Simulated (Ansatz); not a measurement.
# Lattice dynamics of CaMgCl2 (built on the sites of a database entry of CaCl), part 2 of 2

The cell of CaMgCl2 (built on the sites of a database entry of CaCl) is at rest. What are its phonons? After the zone centre comes a 2×2×1 q mesh on a 12×12×6 k mesh.

Ansatz 0.2.0; DFT PBEsol, scalar-relativistic, plane waves, norm-conserving pseudopotentials.

So far. Step 2 (Modes at Γ): Before it was imposed, the acoustic sum rule was missed by 0.0068 eV/Å². Small misses are needed for a sound result but don't prove that mesh and cutoff are converged. The lowest optical mode is real, 47.2 cm⁻¹. Step 3 (Response at finite wavevector): Symmetry leaves 3 wavevectors to solve. The lowest mode among them, the acoustic zeros apart, lies at q = (0, -0.5, 0) and is imaginary, 33.2i cm⁻¹, so the energy falls along it.

The structure was built from a prototype and need not be the compound's stable phase.

## Step 4: Isotope substitution, element Ca, natural mass 40.078 amu (continued)

The same force constants with the mass of Ca changed from 40.078 to 47.953 u (phonopy, no LO-TO term). Both lists are sorted by frequency; levels can cross, so a row need not hold one and the same mode. Modes under 3 cm⁻¹ are left out. Isotope shifts, by row:

```
          q  rank  natural mass (cm⁻¹)  changed mass (cm⁻¹)
      0 0 0     4                47.19                46.59
      0 0 0     5                47.19                46.59
      0 0 0     6                82.87                 82.4
      0 0 0     7                82.87                 82.4
      0 0 0     8                117.1                114.2
      0 0 0     9                179.2                171.7
      0 0 0    10                179.2                171.7
      0 0 0    11                197.3                193.3
      0 0 0    12                276.1                271.7
   0 -0.5 0     1               -33.17               -33.14
   0 -0.5 0     2                78.52                74.99
   0 -0.5 0     3                79.18                78.52
   0 -0.5 0     4                104.1                95.22
   0 -0.5 0     5                111.8                108.7
   0 -0.5 0     6                121.1                121.1
   0 -0.5 0     7                122.9                121.9
   0 -0.5 0     8                144.2                  143
   0 -0.5 0     9                165.4                165.4
   0 -0.5 0    10                212.8                211.2
   0 -0.5 0    11                245.3                245.1
   0 -0.5 0    12                267.1                248.3
-0.5 -0.5 0     1                98.31                91.22
-0.5 -0.5 0     2                138.1                  136
-0.5 -0.5 0     3                138.8                138.8
-0.5 -0.5 0     4                148.4                148.2
-0.5 -0.5 0     5                148.4                148.2
-0.5 -0.5 0     6                154.1                154.1
-0.5 -0.5 0     7                154.1                154.1
-0.5 -0.5 0     8                156.6                156.6
-0.5 -0.5 0     9                171.6                164.2
-0.5 -0.5 0    10                171.6                164.2
-0.5 -0.5 0    11                228.3                218.5
-0.5 -0.5 0    12                228.3                218.5
```

A mode of this element alone would shift by -8.58 %. The highest zone-centre frequency without the field goes from 276.1 to 271.7 cm⁻¹ (-1.6 %). The product of the frequency ratios over all optical modes at Γ is 0.832; the product rule, (m/m′)^(3k/2) (M′/M)^(3/2) with k = 1 such atoms and M the mass of the cell, gives 0.832.

## Step 5: Another isotope, element Cl, natural mass 35.45 amu

The same for Cl, from 35.45 to 36.97 u.

The same force constants with the mass of Cl changed from 35.450 to 36.966 u (phonopy, no LO-TO term). Both lists are sorted by frequency; levels can cross, so a row need not hold one and the same mode. Modes under 3 cm⁻¹ are left out. Isotope shifts, by row:

```
          q  rank  natural mass (cm⁻¹)  changed mass (cm⁻¹)
      0 0 0     4                47.19                46.38
      0 0 0     5                47.19                46.38
      0 0 0     6                82.87                 82.6
      0 0 0     7                82.87                 82.6
      0 0 0     8                117.1                115.5
      0 0 0     9                179.2                177.5
      0 0 0    10                179.2                177.5
      0 0 0    11                197.3                195.2
      0 0 0    12                276.1                274.6
   0 -0.5 0     1               -33.17               -32.49
   0 -0.5 0     2                78.52                 78.5
   0 -0.5 0     3                79.18                78.57
   0 -0.5 0     4                104.1                  104
   0 -0.5 0     5                111.8                110.5
   0 -0.5 0     6                121.1                118.6
   0 -0.5 0     7                122.9                122.2
   0 -0.5 0     8                144.2                142.4
   0 -0.5 0     9                165.4                162.1
   0 -0.5 0    10                212.8                208.8
   0 -0.5 0    11                245.3                244.4
   0 -0.5 0    12                267.1                266.3
-0.5 -0.5 0     1                98.31                97.87
-0.5 -0.5 0     2                138.1                135.8
-0.5 -0.5 0     3                138.8                138.4
-0.5 -0.5 0     4                148.4                147.2
-0.5 -0.5 0     5                148.4                147.2
-0.5 -0.5 0     6                154.1                152.2
-0.5 -0.5 0     7                154.1                152.2
-0.5 -0.5 0     8                156.6                153.8
-0.5 -0.5 0     9                171.6                169.5
-0.5 -0.5 0    10                171.6                169.5
-0.5 -0.5 0    11                228.3                226.3
-0.5 -0.5 0    12                228.3                226.3
```

A mode of this element alone would shift by -2.07 %. The highest zone-centre frequency without the field goes from 276.1 to 274.6 cm⁻¹ (-0.6 %). The product of the frequency ratios over all optical modes at Γ is 0.912; the product rule, (m/m′)^(3k/2) (M′/M)^(3/2) with k = 2 such atoms and M the mass of the cell, gives 0.912.

## Step 6: Another isotope, element Mg, natural mass 24.305 amu

The same for Mg, from 24.30 to 25.98 u.

The same force constants with the mass of Mg changed from 24.305 to 25.983 u (phonopy, no LO-TO term). Both lists are sorted by frequency; levels can cross, so a row need not hold one and the same mode. Modes under 3 cm⁻¹ are left out. Isotope shifts, by row:

```
          q  rank  natural mass (cm⁻¹)  changed mass (cm⁻¹)
      0 0 0     4                47.19                47.14
      0 0 0     5                47.19                47.14
      0 0 0     6                82.87                80.76
      0 0 0     7                82.87                80.76
      0 0 0     8                117.1                116.8
      0 0 0     9                179.2                179.2
      0 0 0    10                179.2                179.2
      0 0 0    11                197.3                195.8
      0 0 0    12                276.1                271.4
   0 -0.5 0     1               -33.17               -33.17
   0 -0.5 0     2                78.52                75.96
   0 -0.5 0     3                79.18                78.92
   0 -0.5 0     4                104.1                104.1
   0 -0.5 0     5                111.8                111.4
   0 -0.5 0     6                121.1                  120
   0 -0.5 0     7                122.9                  121
   0 -0.5 0     8                144.2                142.9
   0 -0.5 0     9                165.4                165.3
   0 -0.5 0    10                212.8                212.7
   0 -0.5 0    11                245.3                238.8
   0 -0.5 0    12                267.1                267.1
-0.5 -0.5 0     1                98.31                98.31
-0.5 -0.5 0     2                138.1                134.6
-0.5 -0.5 0     3                138.8                138.1
-0.5 -0.5 0     4                148.4                144.3
-0.5 -0.5 0     5                148.4                144.3
-0.5 -0.5 0     6                154.1                153.4
-0.5 -0.5 0     7                154.1                153.4
-0.5 -0.5 0     8                156.6                156.1
-0.5 -0.5 0     9                171.6                171.6
-0.5 -0.5 0    10                171.6                171.6
-0.5 -0.5 0    11                228.3                228.3
-0.5 -0.5 0    12                228.3                228.3
```

A mode of this element alone would shift by -3.28 %. The highest zone-centre frequency without the field goes from 276.1 to 271.4 cm⁻¹ (-1.7 %). The product of the frequency ratios over all optical modes at Γ is 0.922; the product rule, (m/m′)^(3k/2) (M′/M)^(3/2) with k = 1 such atoms and M the mass of the cell, gives 0.922.

## Step 7: Results

```yaml
space_group_within_0p01_a: P4mm
volume_per_atom: 24.1 Å³
electronic_character: no gap on this mesh
highest_optical_mode_at_the_zone_centre_no_lo_to_term: 276 cm⁻¹
lowest_optical_zone_centre_mode: 47.2 cm⁻¹
lowest_mode_on_the_q_mesh_acoustic_modes_at_gamma_apart: -33.2 cm⁻¹
imaginary_modes_on_the_2x2x1_q_mesh: yes
```

**Reading.** Modes are clearly imaginary (beyond 10i cm⁻¹) at 1 of the 3 irreducible wavevectors, most at q = (0, -0.5, 0) (33.2i cm⁻¹), so this structure is not a minimum of the energy. The optical modes at Γ span 47 to 276 cm⁻¹. The q mesh is too sparse to interpolate, so only the solved wavevectors are given. With no gap, or one that is small against the smearing, the frequencies hang on the k mesh and the smearing, most of all near Kohn anomalies. A phonon run warned that its eigensolver left some bands unconverged in a pass. The starting cell was built on a prototype and not taken from a measurement, so the phase need not exist. These are harmonic frequencies at zero temperature: anharmonic shifts, linewidths and thermal expansion are left out.

[Logs are printed without paths, hosts, clocks, repeated set-up lines and the standing remarks that a program may print on its own settings, such as how far it seeks lower states.]

[Hosts, paths, dates, database ids (printed as entryN), source tags and the programs' standing remarks are cut or masked in the printed files.]
